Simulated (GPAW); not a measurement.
Records of electronic-structure calculations.

```
How the form of the self-energy moves the gap of Mg2H2O3 (P-3m1)
1.0
     3.08500    0.00000    0.00000
    -1.54250    2.67169    0.00000
     0.00000    0.00000    7.71000
Mg H O
2 2 3
Direct
  0.66667 0.33333 0.83990
  0.33333 0.66667 0.16010
  0.33333 0.66667 0.56660
  0.66667 0.33333 0.43340
  0.33333 0.66667 0.69490
  0.66667 0.33333 0.30510
  0.00000 0.00000 0.00000
# method: DFT, LDA, plane waves, PAW (and 3 further levels or steps)
# program: GPAW 26.7.0
# settings of one run: cutoff 600 eV, GPAW PAW setups 1.2.1 data release, 3×3×2 k-mesh, nbands 418
# cost: 6 runs, 4.8 min in all on 4 MPI ranks of Arm Neoverse V1, shared host (the runs of this entry)
# notes: The cell and positions come from the Crystallography Open Database and are kept as given unless a step says otherwise. Bands and cutoff are finite, so the gap is not at the basis limit. The miss can reach some tenths of an eV and take either sign; the mesh is an error of its own. The program warns of a poor linear fit in the extrapolation of some level, so the extrapolated values are rough. The 3×3×2 mesh is coarse for this cell, which bears on the long-range parts of exchange and screening.
# G0W0, Godby-Needs plasmon pole: 6.096 eV
# one-shot HSE06: 5.552 eV
# G0W0, extrapolated in the cutoff: 6.450 eV
# one-shot PBE0: 6.298 eV
# G0W0, full frequency, Hilbert transform: 6.109 eV
# known limits: not at the basis limit; coarse k mesh
```

[Paths, hosts, dates, memory and timing lines, banners, echoed tables and standing remarks are left out of the program output.]

[Logs are printed without paths, hosts, clocks, repeated set-up lines and the standing remarks that a program may print on its own settings, such as how far it seeks lower states.]

[Runs of the session that timed out or met a known fault of the program may be left out.]

[Hosts, paths, dates, database ids (printed as entryN), source tags and the programs' standing remarks are cut or masked in the printed files.]
